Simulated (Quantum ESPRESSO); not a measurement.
# MnF2: a ladder in cutoff, mesh and threshold together, part 2 of 2

Two starts of MnF2 are run at each rung of cutoff, mesh and threshold together.

Quantum ESPRESSO 7.5; PBE; plane waves with GBRV 1.5 PBE potentials, no spin-orbit coupling (settings of the first rung).

So far, largest spin moment in the atom's sphere (μB): step 2 (rung 1, start ferro ++) 4.26; step 3 (rung 1, start antiferro +-) 4.22; step 4 (rung 2, start ferro ++) 4.20; step 5 (rung 2, start antiferro +-) 4.16; step 6 (rung 3, start ferro ++) 4.19.

### 7. Rung 3, start antiferro +-

pw.in reads:

```
&CONTROL
  calculation = 'scf'
  prefix = 'pwscf'
  outdir = './tmp'
  pseudo_dir = './pseudo'
  disk_io = 'nowf'
/
&SYSTEM
  ibrav = 0
  celldm(1) = 8
  nat = 6
  ntyp = 3
  ecutwfc = 40
  ecutrho = 280
  nbnd = 39
  occupations = 'smearing'
  smearing = 'fd'
  degauss = 0.00367493
  nspin = 2
  starting_magnetization(1) = 0.3
  starting_magnetization(2) = -0.3
  starting_magnetization(3) = 0
/
&ELECTRONS
  conv_thr = 1.2d-08
  electron_maxstep = 150
  mixing_beta = 0.3
/
ATOMIC_SPECIES
Mn1    54.9380 mn_pbe_v1.5.uspp.F.UPF
Mn2    54.9380 mn_pbe_v1.5.uspp.F.UPF
F      18.9984 f_pbe_v1.4.uspp.F.UPF
CELL_PARAMETERS alat
   1.1512683982751    0.0000000000000    0.0000000000000
   0.0000000000000    1.1512683982751    0.0000000000000
   0.0000000000000    0.0000000000000    0.7820395350998
ATOMIC_POSITIONS crystal
Mn1     0.0000000000    0.0000000000    0.0000000000
Mn2     0.5000000000    0.5000000000    0.5000000000
F       0.3053000000    0.3053000000    0.0000000000
F       0.1947000000    0.8053000000    0.5000000000
F       0.6947000000    0.6947000000    0.0000000000
F       0.8053000000    0.1947000000    0.5000000000
K_POINTS automatic
6 6 6 0 0 0
```

Run with:

```
OMP_NUM_THREADS=1 mpirun -n 2 pw.x -nk 2 -in pw.in > pw.out
```

The log of the run:

```text
     [... lines left out ...]
Program PWSCF v.7.5 starts
     [... lines left out ...]
     number of atoms/cell      =            6
     [... lines left out ...]
     number of electrons       =        58.00
     number of Kohn-Sham states=           39
     kinetic-energy cutoff     =      40.0000  Ry
     charge density cutoff     =     280.0000  Ry
     scf convergence threshold =      1.2E-08
     [... lines left out ...]
      8 Sym. Ops., with inversion, found
     [... lines left out ...]
     number of k points=    52  Fermi-Dirac smearing, width (Ry)=  0.0037
     [... lines left out ...]
     iteration # 11     ecut=    40.00 Ry     beta= 0.30
     [... lines left out ...]
     Magnetic moment per site  (integrated on atomic sphere of radius R)
     atom   1 (R=0.205)  charge= 12.3562  magn=  4.1533
     atom   2 (R=0.205)  charge= 12.3562  magn= -4.1533
     atom   3 (R=0.205)  charge=  6.7077  magn= -0.0313
     atom   4 (R=0.205)  charge=  6.7077  magn=  0.0313
     atom   5 (R=0.205)  charge=  6.7077  magn= -0.0313
     atom   6 (R=0.205)  charge=  6.7077  magn=  0.0313
     [... lines left out ...]
     the Fermi energy is     7.9343 ev
!    total energy              =    -617.29609710 Ry
     estimated scf accuracy    <          6.3E-10 Ry
     smearing contrib. (-TS)   =      -0.00000000 Ry
     [... lines left out ...]
     total magnetization       =     0.00 Bohr mag/cell
     absolute magnetization    =     9.59 Bohr mag/cell
     convergence has been achieved in  11 iterations
```

Wall time 47 s (2 MPI ranks of Intel Xeon 6975P-C (Granite Rapids), shared host); peak memory 0.41 GiB; 92 s of CPU time.

Numbers from this step:

```
magnetization  : 0 μB
final state    : antiferromagnetic
largest moment : 4.153 μB
```

### 8. Rung 4, start ferro ++

pw.in reads:

```
&CONTROL
  calculation = 'scf'
  prefix = 'pwscf'
  outdir = './tmp'
  pseudo_dir = './pseudo'
  disk_io = 'nowf'
/
&SYSTEM
  ibrav = 0
  celldm(1) = 8
  nat = 6
  ntyp = 2
  ecutwfc = 52
  ecutrho = 364
  nbnd = 44
  occupations = 'smearing'
  smearing = 'fd'
  degauss = 0.00367493
  nspin = 2
  starting_magnetization(1) = 0.3
  starting_magnetization(2) = 0
/
&ELECTRONS
  conv_thr = 6d-10
  electron_maxstep = 150
  mixing_beta = 0.3
/
ATOMIC_SPECIES
Mn     54.9380 mn_pbe_v1.5.uspp.F.UPF
F      18.9984 f_pbe_v1.4.uspp.F.UPF
CELL_PARAMETERS alat
   1.1512683982751    0.0000000000000    0.0000000000000
   0.0000000000000    1.1512683982751    0.0000000000000
   0.0000000000000    0.0000000000000    0.7820395350998
ATOMIC_POSITIONS crystal
Mn      0.0000000000    0.0000000000    0.0000000000
Mn      0.5000000000    0.5000000000    0.5000000000
F       0.3053000000    0.3053000000    0.0000000000
F       0.1947000000    0.8053000000    0.5000000000
F       0.6947000000    0.6947000000    0.0000000000
F       0.8053000000    0.1947000000    0.5000000000
K_POINTS automatic
8 8 8 0 0 0
```

The log of the run:

```text
     [... lines left out ...]
Program PWSCF v.7.5 starts
     [... lines left out ...]
     number of atoms/cell      =            6
     [... lines left out ...]
     number of electrons       =        58.00
     number of Kohn-Sham states=           44
     kinetic-energy cutoff     =      52.0000  Ry
     charge density cutoff     =     364.0000  Ry
     scf convergence threshold =      6.0E-10
     [... lines left out ...]
     16 Sym. Ops., with inversion, found ( 8 have fractional translation)
     [... lines left out ...]
     number of k points=    75  Fermi-Dirac smearing, width (Ry)=  0.0037
     [... lines left out ...]
     iteration # 13     ecut=    52.00 Ry     beta= 0.30
     [... lines left out ...]
     Magnetic moment per site  (integrated on atomic sphere of radius R)
     atom   1 (R=0.205)  charge= 12.3533  magn=  4.1928
     atom   2 (R=0.205)  charge= 12.3533  magn=  4.1928
     atom   3 (R=0.205)  charge=  6.7102  magn=  0.1043
     atom   4 (R=0.205)  charge=  6.7102  magn=  0.1043
     atom   5 (R=0.205)  charge=  6.7102  magn=  0.1043
     atom   6 (R=0.205)  charge=  6.7102  magn=  0.1043
     [... lines left out ...]
     the Fermi energy is     7.9012 ev
!    total energy              =    -617.28921899 Ry
     estimated scf accuracy    <          3.8E-11 Ry
     smearing contrib. (-TS)   =      -0.00000001 Ry
     [... lines left out ...]
     total magnetization       =    10.00 Bohr mag/cell
     absolute magnetization    =    10.00 Bohr mag/cell
     convergence has been achieved in  13 iterations
```

Elapsed: 2.2 min, on 2 MPI ranks; peak memory 0.75 GiB.

Numbers from this step:

* magnetization: 10 μB
* final state: ferromagnetic
* largest moment: 4.193 μB

### 9. Rung 4, start antiferro +-

pw.in, as its differences from that of step 8:

```diff
@@ -11,6 +11,6 @@
   nat = 6
-  ntyp = 2
+  ntyp = 3
   ecutwfc = 52
   ecutrho = 364
-  nbnd = 44
+  nbnd = 39
   occupations = 'smearing'
@@ -20,3 +20,4 @@
   starting_magnetization(1) = 0.3
-  starting_magnetization(2) = 0
+  starting_magnetization(2) = -0.3
+  starting_magnetization(3) = 0
 /
@@ -28,3 +29,4 @@
 ATOMIC_SPECIES
-Mn     54.9380 mn_pbe_v1.5.uspp.F.UPF
+Mn1    54.9380 mn_pbe_v1.5.uspp.F.UPF
+Mn2    54.9380 mn_pbe_v1.5.uspp.F.UPF
 F      18.9984 f_pbe_v1.4.uspp.F.UPF
@@ -35,4 +37,4 @@
 ATOMIC_POSITIONS crystal
-Mn      0.0000000000    0.0000000000    0.0000000000
-Mn      0.5000000000    0.5000000000    0.5000000000
+Mn1     0.0000000000    0.0000000000    0.0000000000
+Mn2     0.5000000000    0.5000000000    0.5000000000
 F       0.3053000000    0.3053000000    0.0000000000
```

The log of the run:

```text
     [... lines left out ...]
Program PWSCF v.7.5 starts
     [... lines left out ...]
     number of atoms/cell      =            6
     [... lines left out ...]
     number of electrons       =        58.00
     number of Kohn-Sham states=           39
     kinetic-energy cutoff     =      52.0000  Ry
     charge density cutoff     =     364.0000  Ry
     scf convergence threshold =      6.0E-10
     [... lines left out ...]
      8 Sym. Ops., with inversion, found
     [... lines left out ...]
     number of k points=   105  Fermi-Dirac smearing, width (Ry)=  0.0037
     [... lines left out ...]
     iteration # 11     ecut=    52.00 Ry     beta= 0.30
     [... lines left out ...]
     Magnetic moment per site  (integrated on atomic sphere of radius R)
     atom   1 (R=0.205)  charge= 12.3566  magn=  4.1535
     atom   2 (R=0.205)  charge= 12.3566  magn= -4.1535
     atom   3 (R=0.205)  charge=  6.7077  magn= -0.0313
     atom   4 (R=0.205)  charge=  6.7077  magn=  0.0313
     atom   5 (R=0.205)  charge=  6.7077  magn= -0.0313
     atom   6 (R=0.205)  charge=  6.7077  magn=  0.0313
     [... lines left out ...]
     the Fermi energy is     7.9313 ev
!    total energy              =    -617.29761419 Ry
     estimated scf accuracy    <          5.7E-10 Ry
     smearing contrib. (-TS)   =      -0.00000000 Ry
     [... lines left out ...]
     total magnetization       =    -0.00 Bohr mag/cell
     absolute magnetization    =     9.59 Bohr mag/cell
     convergence has been achieved in  11 iterations
```

It took 6.8 min on 2 MPI ranks; peak memory 0.84 GiB; 5.2 min of CPU time.

Numbers from this step:

```yaml
magnetization: 0 μB
final_state: antiferromagnetic
largest_moment: 4.153 μB
```

### 10. Side by side

Ladder, by row:

| rung | cutoff (eV) | mesh | state from the first start | state from the second start | second less first (meV a seeded atom) | moment, first (μB) | moment, second (μB) | CPU time (s) |
| --- | --- | --- | --- | --- | --- | --- | --- | --- |
| 1 | 299 | 2x2x4 | ferromagnetic | antiferromagnetic | -48.19 | 4.256 | 4.223 | 15.15 |
| 2 | 408 | 4x4x4 | ferromagnetic | antiferromagnetic | -57.63 | 4.198 | 4.159 | 47.84 |
| 3 | 544 | 6x6x6 | ferromagnetic | antiferromagnetic | -57.15 | 4.193 | 4.153 | 176.1 |
| 4 | 707 | 8x8x8 | ferromagnetic | antiferromagnetic | -57.11 | 4.193 | 4.153 | 576.7 |

### 11. What came out

```json
{
 "range of the largest moment, first start": "4.19 to 4.26 μB; second start 4.15 to 4.22 μB",
 "range of CPU time": "15 s to 9.6 min",
 "range of the energy difference": "-57.6 to -48.2 meV a seeded atom",
 "first rung that agrees with the last (margins below)": "2"
}
```

In words: From rung 2 on the states are those of the last rung, the moments stay within 0.05 μB of it and the difference within 2.9 meV; rung 2 took 8.3 % of its CPU time. No Hubbard term acts here. In such compounds local and semilocal functionals without one often delocalise the d electrons, and can shrink or lose moments and miss the size, sign and order of the couplings.

[Logs and program files are shortened in this print: banners, set-up blocks, solver, clock and traceback lines can be left out without a mark of their own.]

[Logs are printed without paths, hosts, clocks, repeated set-up lines and the standing remarks that a program may print on its own settings, such as how far it seeks lower states.]

[Hosts, paths, dates, database ids (printed as entryN), source tags and the programs' standing remarks are cut or masked in the printed files.]

[Where a cell is said to come from a database of computed structures, the database is the Materials Project.]
